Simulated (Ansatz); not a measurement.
## Free carriers and the phonons of SiC (Moissanite, P6_3mc)

Aim: how far do free carriers move the optical modes of SiC (Moissanite, P6_3mc)?

Calculated with Ansatz 0.2.0; DFT LDA, scalar-relativistic, plane waves, PAW; PAW set soft_1.

This is a report of a sequence of runs, with most program output left out.

## (1) The structure

Symmetry: P6_3mc, No. 186, hexagonal system. Conventional cell: a = 3.076 Å, b = 3.076 Å, c = 5.048 Å, α = 90.00°, β = 90.00°, γ = 120.00°. C has 4 Si at 1.87 to 1.94 Å nearest. Nearest to Si lie 4 C at 1.87 to 1.94 Å. Farther neighbours are not listed.

## (2) A rough relaxation first

The start is far from rest, so a relaxation with loose tolerances brings it close first.

File input.yaml:

```yaml
crystal:
  lattice:
    - [3.076, 0.0, 0.0]
    - [-1.538, 2.663894142, 0.0]
    - [0.0, 0.0, 5.048]
  atoms:
    - { symbol: C, position: [0.33333333, 0.66666667, 0.385] }
    - { symbol: C, position: [0.66666667, 0.33333333, 0.885] }
    - { symbol: Si, position: [0.33333333, 0.66666667, 0.0] }
    - { symbol: Si, position: [0.66666667, 0.33333333, 0.5] }
kpoints:
  mp_grid: { grid: [9, 9, 4] }
hamiltonian:
  xc: lda
  pseudopotentials: { kind: paw, azcp: { folder: soft_1 }, xc_functional: pbe }
scf:
  occupations: { method: gaussian, width: 0.1 }
output:
  forces: true
  stress: true
  eigenvalues: true
relax:
  adjacent_minimum: "off"
  f_tol: 0.05
  max_steps: 80
  cell: { stress_tol: 0.5 }
```

The run is started by

```sh
ansatz run input.yaml --threads 4 --pin off --max-ram 16384MiB --backend cpu --events-out ev --progress --plain --runs-dir out
```

Elapsed: 3.1 s, on 4 threads of Arm Neoverse V2, shared host; peak memory 0.3 GiB.

Relaxation path:

| step | energy less that of the first step (eV) | largest force component (eV/Å) | pressure (GPa) | volume (Å³) |
| --- | --- | --- | --- | --- |
| 1 | 0.0000 | 0.7317 | -3.97 | 41.36 |
| 2 | -0.0293 | 0.4338 | -1.82 | 40.95 |
| 3 | -0.0421 | 0.1659 | 1.22 | 40.38 |
| 4 | -0.0464 | 0.0018 | 0.04 | 40.58 |
| 5* | -0.0455 | 0.0017 | 0.00 | 40.58 |

Relaxation steps marked * repeat the geometry before them on a plane-wave basis chosen anew for their cell, so energy and pressure can jump there.

Forces are held to the 12 operations that the run works with; a distortion that breaks them can't arise in this run.

| conventional cell, symmetrised | before | after | change |
| --- | --- | --- | --- |
| a (Å) | 3.076 | 3.057 | -0.6 % |
| b (Å) | 3.076 | 3.057 | -0.6 % |
| c (Å) | 5.048 | 5.015 | -0.7 % |
| volume (Å³/atom) | 10.34 | 10.14 | -1.9 % |

The atoms that moved most (Å, as changes of fractional coordinates times the final cell):

| atom | dx | dy | dz | length |
| --- | --- | --- | --- | --- |
| Si3 | 0.000 | 0.000 | 0.023 | 0.023 |
| C1 | 0.000 | 0.000 | -0.023 | 0.023 |
| C2 | 0.000 | 0.000 | -0.023 | 0.023 |
| Si4 | 0.000 | 0.000 | 0.023 | 0.023 |

The relaxed structure:

```cif
data_structure
_symmetry_space_group_name_H-M 'P 1'
_symmetry_Int_Tables_number 1
_cell_length_a 3.0567
_cell_length_b 3.0567
_cell_length_c 5.0151
_cell_angle_alpha 90.000
_cell_angle_beta 90.000
_cell_angle_gamma 120.000
_cell_volume 40.58
loop_
_atom_site_label
_atom_site_type_symbol
_atom_site_fract_x
_atom_site_fract_y
_atom_site_fract_z
_atom_site_occupancy
C1 C 0.33333 0.66667 0.38044 1
C2 C 0.66667 0.33333 0.88044 1
Si3 Si 0.33333 0.66667 0.00456 1
Si4 Si 0.66667 0.33333 0.50456 1
```

A gap read on the k-mesh alone can miss the band edges.

Numbers from this step:

```yaml
pressure: 0.003653 GPa
gap_on_the_k_mesh: 2.135 eV
volume_per_atom: 10.14 Å³
```

In this step the volume went from 10.34 to 10.14 Å³/atom.

## (3) Bringing the structure to rest

The cell and atoms are relaxed, since residual forces and stress would shift the frequencies.

input.yaml, the sections that differ from step 2:

```yaml
crystal:
  lattice:
    - [3.0566838186, 0.0, 0.0]
    - [-1.5283419093, 2.6471658383, 0.0]
    - [0.0, 0.0, 5.0150589329]
  atoms:
    - { symbol: C, position: [0.3333333333, 0.6666666667, 0.3804369864] }
    - { symbol: C, position: [0.6666666667, 0.3333333333, 0.8804369864] }
    - { symbol: Si, position: [0.3333333333, 0.6666666667, 0.0045630136] }
    - { symbol: Si, position: [0.6666666667, 0.3333333333, 0.5045630136] }
kpoints:
  mp_grid: { grid: [12, 12, 6] }
scf:
  occupations: { method: gaussian, width: 0.02 }
relax:
  adjacent_minimum: "off"
  f_tol: 0.005
  max_steps: 80
  cell: { stress_tol: 0.05 }
# hamiltonian, output: as in step 2
```

The job ended after 3.6 s (4 threads; peak memory 0.35 GiB; 13 s of CPU time).

Little changed from the start: no atom moved by 0.005 Å and no cell edge by 0.1 %.

Numbers from this step:

```
pressure          : 0.002704 GPa
gap on the k-mesh : 2.130 eV
```

In this step the volume went from 10.14 to 10.14 Å³/atom.

## (4) Tight relaxation

Phonons need small forces and stress, so the relaxation is finished with tight tolerances on 12×12×6 k points.

input.yaml, the sections that differ from step 3:

```yaml
crystal:
  lattice:
    - [3.0563073555, 0.0, 0.0]
    - [-1.5281536777, 2.6468398116, 0.0]
    - [0.0, 0.0, 5.016329195]
  atoms:
    - { symbol: C, position: [0.3333333333, 0.6666666667, 0.3803970948] }
    - { symbol: C, position: [0.6666666667, 0.3333333333, 0.8803970948] }
    - { symbol: Si, position: [0.3333333333, 0.6666666667, 0.0046029052] }
    - { symbol: Si, position: [0.6666666667, 0.3333333333, 0.5046029052] }
scf:
  occupations: { method: fixed }
relax:
  adjacent_minimum: "off"
  f_tol: 0.001
  max_steps: 60
  cell: { stress_tol: 0.01 }
# kpoints, hamiltonian, output: as in step 3
```

Elapsed: 3.4 s, on 4 threads; peak memory 0.34 GiB.

Little changed from the start: no atom moved by 0.005 Å and no cell edge by 0.1 %.

This step gave:

```yaml
pressure: 0.001228 GPa
gap_on_the_k_mesh: 2.132 eV
volume_per_atom: 10.15 Å³
```

The largest force component left is 0.61 meV/Å and the pressure is 0.001 GPa, within the tolerances set. The cell now holds 10.15 Å³/atom.

## (5) Relaxation of a member: no carriers

The cell of the neutral crystal is kept with no carriers. The bands are sampled on 26×26×15 points with Fermi-Dirac filling of 0.03 eV.

input.yaml, the sections that differ from step 4:

```yaml
crystal:
  lattice:
    - [3.0564320057, 0.0, 0.0]
    - [-1.5282160028, 2.6469477619, 0.0]
    - [0.0, 0.0, 5.0159470883]
  atoms:
    - { symbol: C, position: [0.3333333333, 0.6666666667, 0.3804078262] }
    - { symbol: C, position: [0.6666666667, 0.3333333333, 0.8804078262] }
    - { symbol: Si, position: [0.3333333333, 0.6666666667, 0.0045921738] }
    - { symbol: Si, position: [0.6666666667, 0.3333333333, 0.5045921738] }
kpoints:
  mp_grid: { grid: [26, 26, 15] }
scf:
  occupations: { method: fermi_dirac, width: 0.03 }
relax:
  adjacent_minimum: "off"
  f_tol: 0.001
  max_steps: 60
# hamiltonian, output: as in step 4
```

Elapsed: 15 s, on 4 threads; peak memory 0.62 GiB; 60 s of CPU time.

No atom moved by 0.005 Å in the relaxation.

The largest force component left is 0.66 meV/Å.

## (6) Modes of this member: no carriers

The force constants come from the linear response of the density to a displacement.

The zone-centre modes follow for no carriers.

Changes to input.yaml since step 5:

```diff
@@ -18,8 +18,4 @@
 output:
-  forces: true
-  stress: true
   eigenvalues: true
-relax:
-  adjacent_minimum: "off"
-  f_tol: 0.001
-  max_steps: 60
+phonons:
+  method: dfpt
```

The job ended after 2.3 min (4 threads; peak memory 3.9 GiB).

This step gave:

```
sum-rule residual before enforcement                    : 2.73e-5 eV/Å²
point group                                             : 6mm
highest optical mode at the zone centre (no LO-TO term) : 841.1 cm⁻¹
lowest optical zone-centre mode                         : 258.0 cm⁻¹
```

Without the LO-TO term. Patterns of degenerate modes are one choice out of their space. The modes at Γ (shares of kinetic energy by element, %):

| mode | frequency (cm⁻¹) | symmetry | C % | Si % |
| --- | --- | --- | --- | --- |
| 1 | 0.0 | acoustic | 30 | 70 |
| 2 | 0.0 | acoustic | 30 | 70 |
| 3 | 0.0 | acoustic | 30 | 70 |
| 4 | 258.0 | E2 | 26 | 74 |
| 5 | 258.0 | E2 | 26 | 74 |
| 6 | 599.3 | B1 | 0 | 100 |
| 7 | 767.9 | E2 | 74 | 26 |
| 8 | 767.9 | E2 | 74 | 26 |
| 9 | 771.2 | A1 | 70 | 30 |
| 10 | 801.3 | E1 | 70 | 30 |
| 11 | 801.3 | E1 | 70 | 30 |
| 12 | 841.1 | B1 | 100 | 0 |

Displacements in mode 5 (258.0 cm⁻¹), the largest set to 1:
```
C1  -0.92  0.00  0.00
C2   0.92  0.00  0.00
Si3  1.00  0.00  0.00
Si4 -1.00  0.00  0.00
```

Displacements in mode 12 (841.1 cm⁻¹), the largest set to 1:
```
C1   0.00  0.00 -1.00
C2   0.00  0.00  1.00
Si3  0.00  0.00 -0.01
Si4  0.00  0.00  0.01
```

Without the LO-TO term the lowest optical mode is real, 258 cm⁻¹, and the highest lies at 841.1 cm⁻¹.

## (7) Relaxation of a member: 15 × 10²⁰ holes per cm³

The cell of the neutral crystal is kept with 15 × 10²⁰ holes per cm³, balanced by a uniform background. The bands are sampled on 26×26×15 points with Fermi-Dirac filling of 0.03 eV.

Changes to input.yaml since step 6:

```diff
@@ -10,2 +10,3 @@
     - { symbol: Si, position: [0.6666666667, 0.3333333333, 0.5045921738] }
+total_charge: 0.06087
 kpoints:
@@ -18,4 +19,8 @@
 output:
+  forces: true
+  stress: true
   eigenvalues: true
-phonons:
-  method: dfpt
+relax:
+  adjacent_minimum: "off"
+  f_tol: 0.001
+  max_steps: 60
```

The job ended after 24 s (4 threads; peak memory 0.64 GiB).

Hardly anything moved in the relaxation; the energy changed by under 0.2 meV an atom.

The largest force component left is 0.45 meV/Å.

## (8) Zone-centre modes of the member: 15 × 10²⁰ holes per cm³

The zone-centre modes follow for 15 × 10²⁰ holes per cm³.

input.yaml, the sections that differ from step 7:

```yaml
crystal:
  lattice:
    - [3.0564320057, 0.0, 0.0]
    - [-1.5282160028, 2.6469477619, 0.0]
    - [0.0, 0.0, 5.0159470883]
  atoms:
    - { symbol: C, position: [0.3333333333, 0.6666666667, 0.3801062172] }
    - { symbol: C, position: [0.6666666667, 0.3333333333, 0.8801062172] }
    - { symbol: Si, position: [0.3333333333, 0.6666666667, 0.0048937828] }
    - { symbol: Si, position: [0.6666666667, 0.3333333333, 0.5048937828] }
output:
  eigenvalues: true
phonons:
  method: dfpt
# total_charge, kpoints, hamiltonian, scf: as in step 7
# relax: removed
```

Wall time 2 min (4 threads); peak memory 4 GiB; 7.5 min of CPU time.

Numbers from this step:

* sum-rule residual before enforcement: 8.36e-5 eV/Å²
* highest optical mode at the zone centre (no LO-TO term): 838.9 cm⁻¹
* lowest optical zone-centre mode: 252.0 cm⁻¹

Without the LO-TO term. Patterns of degenerate modes are one choice out of their space. Modes at Γ, with each element's share of the kinetic energy:

| mode | frequency (cm⁻¹) | symmetry | C % | Si % |
| --- | --- | --- | --- | --- |
| 1 | 0.0 | acoustic | 30 | 70 |
| 2 | 0.0 | acoustic | 30 | 70 |
| 3 | 0.0 | acoustic | 30 | 70 |
| 4 | 252.0 | E2 | 25 | 75 |
| 5 | 252.0 | E2 | 25 | 75 |
| 6 | 578.6 | B1 | 0 | 100 |
| 7 | 733.6 | A1 | 70 | 30 |
| 8 | 742.6 | E2 | 75 | 25 |
| 9 | 742.6 | E2 | 75 | 25 |
| 10 | 774.6 | E1 | 70 | 30 |
| 11 | 774.6 | E1 | 70 | 30 |
| 12 | 838.9 | B1 | 100 | 0 |

Without the LO-TO term the lowest optical mode is real, 252 cm⁻¹, and the highest lies at 838.9 cm⁻¹.

## (9) A check on a coarser mesh: 2 × 10²⁰ holes per cm³

To see what the mesh is worth, the run for 2 × 10²⁰ holes per cm³ is repeated on 21×21×12 points.

input.yaml, the sections that differ from step 8:

```yaml
crystal:
  lattice:
    - [3.0564320057, 0.0, 0.0]
    - [-1.5282160028, 2.6469477619, 0.0]
    - [0.0, 0.0, 5.0159470883]
  atoms:
    - { symbol: C, position: [0.3333333333, 0.6666666667, 0.3803490118] }
    - { symbol: C, position: [0.6666666667, 0.3333333333, 0.8803490118] }
    - { symbol: Si, position: [0.3333333333, 0.6666666667, 0.0046509882] }
    - { symbol: Si, position: [0.6666666667, 0.3333333333, 0.5046509882] }
total_charge: 0.008116
kpoints:
  mp_grid: { grid: [21, 21, 12] }
# hamiltonian, scf, output, phonons: as in step 8
```

It took 61 s on 4 threads; peak memory 2.2 GiB; 3.9 min of CPU time.

This step gave:

* sum-rule residual before enforcement: 7.08e-5 eV/Å²
* highest optical mode at the zone centre (no LO-TO term): 840.8 cm⁻¹
* lowest optical zone-centre mode: 255.1 cm⁻¹

The highest mode comes at 840.8 cm⁻¹, against 840.8 cm⁻¹ on 26×26×15 points.

## (10) A check on a coarser mesh: 10 × 10²⁰ holes per cm³

To see what the mesh is worth, the run for 10 × 10²⁰ holes per cm³ is repeated on 21×21×12 points.

input.yaml, the sections that differ from step 9:

```yaml
crystal:
  lattice:
    - [3.0564320057, 0.0, 0.0]
    - [-1.5282160028, 2.6469477619, 0.0]
    - [0.0, 0.0, 5.0159470883]
  atoms:
    - { symbol: C, position: [0.3333333333, 0.6666666667, 0.3801770496] }
    - { symbol: C, position: [0.6666666667, 0.3333333333, 0.8801770496] }
    - { symbol: Si, position: [0.3333333333, 0.6666666667, 0.0048229504] }
    - { symbol: Si, position: [0.6666666667, 0.3333333333, 0.5048229504] }
total_charge: 0.04058
# kpoints, hamiltonian, scf, output, phonons: as in step 9
```

It took 62 s on 4 threads; peak memory 2.2 GiB.

This step gave:

* sum-rule residual before enforcement: 8.25e-5 eV/Å²
* highest optical mode at the zone centre (no LO-TO term): 839.7 cm⁻¹
* lowest optical zone-centre mode: 252.6 cm⁻¹

The highest mode comes at 839.7 cm⁻¹, against 839.7 cm⁻¹ on 26×26×15 points.

## (11) All members side by side

The members are set side by side, also those not shown above.

Electrons count positive and holes negative; without the LO-TO term; modes are tracked from the neutral crystal by their patterns, and those within 0.3 cm⁻¹ of each other stand once; the cell of the neutral crystal is kept and the atoms are relaxed where symmetry leaves them free; all runs use 26×26×15 k points and Fermi-Dirac smearing of 0.03 eV. Optical modes along the series:

| carriers (10²⁰ cm⁻³) | mode 4 E2 (cm⁻¹) | mode 6 B1 (cm⁻¹) | mode 7 E2 (cm⁻¹) | mode 9 A1 (cm⁻¹) | mode 10 E1 (cm⁻¹) | mode 12 B1 (cm⁻¹) |
| --- | --- | --- | --- | --- | --- | --- |
| -15 | 252 | 578.6 | 742.6 | 733.6 | 774.6 | 838.9 |
| -10 | 252.8 | 584.9 | 746.9 | 746.6 | 781 | 839.7 |
| -6 | 253.3 | 590.4 | 750.3 | 758.1 | 787.3 | 840.3 |
| -4 | 253.8 | 593.2 | 753.2 | 764.4 | 791.2 | 840.6 |
| -2 | 254.9 | 596.2 | 757.9 | 769.2 | 795.8 | 840.8 |
| -1 | 256 | 597.8 | 761.7 | 770.6 | 798.5 | 841 |
| 0 | 258 | 599.3 | 767.9 | 771.2 | 801.3 | 841.1 |

## (12) Outcome

```yaml
members: 7
mode_that_changes_most_in_cm_minus1: mode 9 A1
its_frequency_without_carriers: 771.25 cm⁻¹
its_frequency_at_minus_15_x_1e20_cm_minus3: 733.59 cm⁻¹
```

At 15 × 10²⁰ holes per cm³ the largest change in cm⁻¹ is that of mode 9 A1, -37.66 cm⁻¹ from 771.25 cm⁻¹. At 2 and 10 × 10²⁰ cm⁻³ the coarser mesh moves the optical modes by up to 0.83 cm⁻¹, a measure of the error left by the mesh there. The response is adiabatic: the carriers follow the ions at once. Where they cannot, as for a zone-centre mode faster than their scattering, measured shifts differ, and line shapes are not given here. The background stands for dopants without their size, scattering or local bonds, and the cell is that of the neutral crystal, although carriers also change the volume at rest, which would shift the modes as well. Spin-orbit coupling, which splits the valence bands that hold the holes, is left out. In a polar crystal the carriers also screen the field of the longitudinal modes, often the largest effect; only modes without that field are treated here. These are harmonic frequencies of a static lattice, with warm electrons: anharmonic shifts, linewidths and thermal expansion are left out. The PAW files were made for PBE; the program adapts parts of them to the functional of the run, but their partial waves stay those of PBE, an approximation that was not tested in this session. Only the zone centre was solved, so an instability at another wavevector cannot show here.

[Logs are printed without paths, hosts, clocks, repeated set-up lines and the standing remarks that a program may print on its own settings, such as how far it seeks lower states.]

[Hosts, paths, dates, database ids (printed as entryN), source tags and the programs' standing remarks are cut or masked in the printed files.]
